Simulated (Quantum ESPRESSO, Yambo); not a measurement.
# Converging GW for PbO (P4/nmm) in Yambo, part 2 of 2

Wanted: a converged G0W0 gap of PbO (P4/nmm), or an estimate of the limit.

Quantum ESPRESSO 7.5 and Yambo 5.3.0; PBE and many-body steps on it, plane waves. Known limits of the many-body steps: not at the basis limit; no spin-orbit coupling; coarse k mesh.

So far. Step 2 (Empty states on the mesh, 4×4×2 mesh, 359 bands): On this mesh the gap is 1.140 eV. Step 4 (69 bands, 88.4 eV): The gap on the mesh goes from 1.14 eV to 1.14 eV, a correction of −0.0001 eV.

The database entry behind the starting cell differs from later determinations by our own check (c about 1 % long), so it need not match the best structure at ambient conditions.

### 5. 163 bands, 156.5 eV

Level of this step: G0W0 on PBE, plane waves, norm-conserving pseudopotentials (Yambo).

Input file gw2.in:

```
HF_and_locXC
gw0
dyson
ppa
em1d
rim_cut
RandQpts= 1000000
RandGvec= 1 RL
EXXRLvcs= 76 Ry
VXCRLvcs= 304 Ry
Chimod= "HARTREE"
% BndsRnXp
 1 | 163 |
%
NGsBlkXp= 11.5 Ry
% LongDrXp
 1 | 1 | 1 |
%
% GbndRnge
 1 | 163 |
%
DysSolver= "n"
ExtendOut
PPAPntXp= 27.21138 eV
% QPkrange
 1 | 1 | 27 | 30 |
 11 | 11 | 27 | 30 |
%
```

Run with:

```console
$ OMP_NUM_THREADS=1 mpirun -n 4 yambo -F gw2.in -J gw2 -C gw2 > gw2.log
```

What it wrote:

```text
 Yambo, version 5.3.0

 [02] CORE Variables Setup
 =========================

  [... cell, symmetries and grids as in the set-up ...]

  [02.05] Energies & Occupations
  ==============================

  [X] === General ===
  [X] Electronic Temperature                        :  0.000000  0.000000 [eV K]
  [X] Bosonic    Temperature                        :  0.000000  0.000000 [eV K]
  [X] Finite Temperature mode                       : no
  [X] El. density                                   :  0.70435E+24 [cm-3]
  [X] Fermi Level                                   :  10.49034 [eV]

  [X] === Gaps and Widths ===
  [X] Conduction Band Min                           :  1.140379 [eV]
  [X] Valence Band Max                              :  0.000000 [eV]
  [X] Filled Bands                                  :  28
  [X] Empty Bands                                   :    29   359
  [X] Direct Gap                                    :  2.139783 [eV]
  [X] Direct Gap localized at k                     :  11
  [X] Indirect Gap                                  :  1.140379 [eV]
  [X] Indirect Gap between kpts                     :   1  11
  [X] Last valence band width                       :  1.733881 [eV]
  [X] 1st conduction band width                     :  2.397823 [eV]

 [03] Transferred momenta grid and indexing
 ==========================================

 IBZ Q-points                                      :  12
 BZ  Q-points                                      :   32

 K/Q-points units:
 rlu = crystal or reduced units; cc = cartesian coordinates; iku = interal k-units

 Q [ 1]         [rlu]:  0.000000  0.000000  0.000000
 Q [ 2]         [rlu]:  0.000000  0.000000 -0.500000
 Q [ 3]         [rlu]:  0.000000  0.250000  0.000000
[...]
NLCC RL compoments                               :   48109
  PP Number of Atomic Species                      :  2
  NLCC RL compoments                               :   48109

 [xc] E_xc :  -38.90205 [Ha]
      E_xc :  -77.80409 [Ry]

  Local XC kind (lXC) : Perdew, Burke & Ernzerhof(X)+Perdew, Burke & Ernzerhof(C)
  Non-Local XC kind (nlXC) : Hartree-Fock

  Corrections @ K [1] :  [eV]
 <27|nlXC|27> = -24.38328 -0.25504E-16 <27|lXC|27> = -19.64461 -0.18882E-15
 <28|nlXC|28> = -20.42666  0.12505E-18 <28|lXC|28> = -18.04756  0.18882E-15
 <29|nlXC|29> = -8.474783  0.15666E-17 <29|lXC|29> = -12.42384 -0.18882E-15
[...]
Corrections @ K [11] :  [eV]
[...]
<29|nlXC|29> = -6.808484 -0.42786E-17 <29|lXC|29> = -10.08601  0.11801E-16
 <30|nlXC|30> = -6.808486 -0.24535E-17 <30|lXC|30> = -10.08601  0.47204E-16

 [08] Dyson equation: Newton solver
 ==================================

  [08.01] G0W0 (W PPA)
  ====================

  [  GW  ] Bands range     :    1  163
  [GW/PPA] G damping       :  0.100000 [eV]

  QP @ state[ 1 ] K range:  1  1
  QP @ state[ 1 ] b range:  27  30
  QP @ state[ 2 ] K range:  11  11
  QP @ state[ 2 ] b range:  27  30

   Sc/G bands                                       :    1  163
   Sc/G damping                                     :  0.100000 ev
   Sc bands terminator                              : no
   Sx RL components                                 :   6039

   QP @ state[ 1 ] K range                          :  1  1
   QP @ state[ 1 ] b range                          :  27  30
   QP @ state[ 2 ] K range                          :  11  11
   QP @ state[ 2 ] b range                          :  27  30
   GF energies kind                                 : Perdew, Burke & Ernzerhof(X)+Perdew, Burke & Ernzerhof(C)
   GF WF`s kind                                     : Perdew, Burke & Ernzerhof(X)+Perdew, Burke & Ernzerhof(C)
   Xs energies kind                                 : Perdew, Burke & Ernzerhof(X)+Perdew, Burke & Ernzerhof(C)
   Xs WF`s kind                                     : Perdew, Burke & Ernzerhof(X)+Perdew, Burke & Ernzerhof(C)

 [11] Game Over & Game summary
```

It took 5.9 min on 4 MPI ranks of Arm Neoverse V1, shared host; peak memory 2.4 GiB.

Numbers from this step:

| Property | Result |
| --- | --- |
| G0W0 gap on the points computed | 1.229 eV |
| starting gap on the mesh | 1.140 eV |
| k of the valence top | 0, 0, 0 |
| k of the conduction bottom | -0.5, -0.5, 0 |
| least direct G0W0 gap on the computed points | 2.111 eV |
| Z at the valence top | 0.7884 |
| Z at the conduction bottom | 0.8360 |

Against G0W0 in Yambo (4×4×2 mesh, 69 bands, screening to 88.4 eV, Godby-Needs plasmon pole), the gap moves by +0.089 eV.

### 6. 359 bands, 244.9 eV

gw3.in, as its differences from gw2.in of step 5:

```diff
@@ -12,5 +12,5 @@
 % BndsRnXp
- 1 | 163 |
+ 1 | 359 |
 %
-NGsBlkXp= 11.5 Ry
+NGsBlkXp= 18 Ry
 % LongDrXp
@@ -19,3 +19,3 @@
 % GbndRnge
- 1 | 163 |
+ 1 | 359 |
 %
```

Run with:

```console
$ OMP_NUM_THREADS=1 mpirun -n 4 yambo -F gw3.in -J gw3 -C gw3 > gw3.log
```

What it wrote:

```text
 Yambo, version 5.3.0

 [02] CORE Variables Setup
 =========================

  [... cell, symmetries and grids as in the set-up ...]

  [02.05] Energies & Occupations
  ==============================

  [X] === General ===
  [X] Electronic Temperature                        :  0.000000  0.000000 [eV K]
  [X] Bosonic    Temperature                        :  0.000000  0.000000 [eV K]
  [X] Finite Temperature mode                       : no
  [X] El. density                                   :  0.70435E+24 [cm-3]
[...]
QP @ state[ 1 ] b range                          :  27  30
   QP @ state[ 2 ] K range                          :  11  11
   QP @ state[ 2 ] b range                          :  27  30
   GF energies kind                                 : Perdew, Burke & Ernzerhof(X)+Perdew, Burke & Ernzerhof(C)
   GF WF`s kind                                     : Perdew, Burke & Ernzerhof(X)+Perdew, Burke & Ernzerhof(C)
   Xs energies kind                                 : Perdew, Burke & Ernzerhof(X)+Perdew, Burke & Ernzerhof(C)
   Xs WF`s kind                                     : Perdew, Burke & Ernzerhof(X)+Perdew, Burke & Ernzerhof(C)

 [11] Game Over & Game summary
```

It took 39 min on 4 MPI ranks; peak memory 3.5 GiB.

This step gave:

| Quantity | Value |
| --- | --- |
| G0W0 gap on the points computed | 1.357 eV |
| starting gap on the mesh | 1.140 eV |
| k of the valence top | 0, 0, 0 |
| k of the conduction bottom | -0.5, -0.5, 0 |
| least direct G0W0 gap on the computed points | 2.253 eV |

Against G0W0 in Yambo (4×4×2 mesh, 163 bands, screening to 156.5 eV, Godby-Needs plasmon pole), the gap moves by +0.128 eV.

### 7. The runs together

Times are wall times on 4 MPI ranks of Arm Neoverse V1, shared host, good to a factor of about two.

```csv
run,mesh,bands,screening cutoff (eV),DFT gap (eV),gap on the mesh (eV),direct (eV),time
"69 bands, 88.4 eV",4×4×2,69,88.4,1.140,1.140,2.119,51 s
"163 bands, 156.5 eV",4×4×2,163,156.5,1.140,1.229,2.111,5.9 min
"359 bands, 244.9 eV",4×4×2,359,244.9,1.140,1.357,2.253,39 min
```

### 8. Results

```json
{"69 bands, 88.4 eV": "1.140 eV", "163 bands, 156.5 eV": "1.229 eV", "359 bands, 244.9 eV": "1.357 eV", "known limits": "not at the basis limit; no spin-orbit coupling; coarse k mesh"}
```

From the first rung to the last the gap moves by +0.22 eV for 46 times the time. The steps are not yet shrinking, so no limit is drawn. In the G0W0 runs levels were corrected at 2 k points alone, so a gap called «on the mesh» is the least over those, and an edge elsewhere would be missed. The 4×4×2 mesh is coarse for this cell, which bears on the long-range parts of exchange and screening. Where an edge is built on 6p states of lead, bismuth or thallium, scalar-relativistic gaps usually stand too wide, by a few tenths to over one eV. The many-body steps are scalar-relativistic: spin-orbit coupling is not in them.

[Paths, hosts, dates, memory and timing lines, banners, echoed tables and standing remarks are left out of the program output.]

[Logs are printed without paths, hosts, clocks, repeated set-up lines and the standing remarks that a program may print on its own settings, such as how far it seeks lower states.]

[Runs of the session that timed out or met a known fault of the program may be left out.]

[Hosts, paths, dates, database ids (printed as entryN), source tags and the programs' standing remarks are cut or masked in the printed files.]
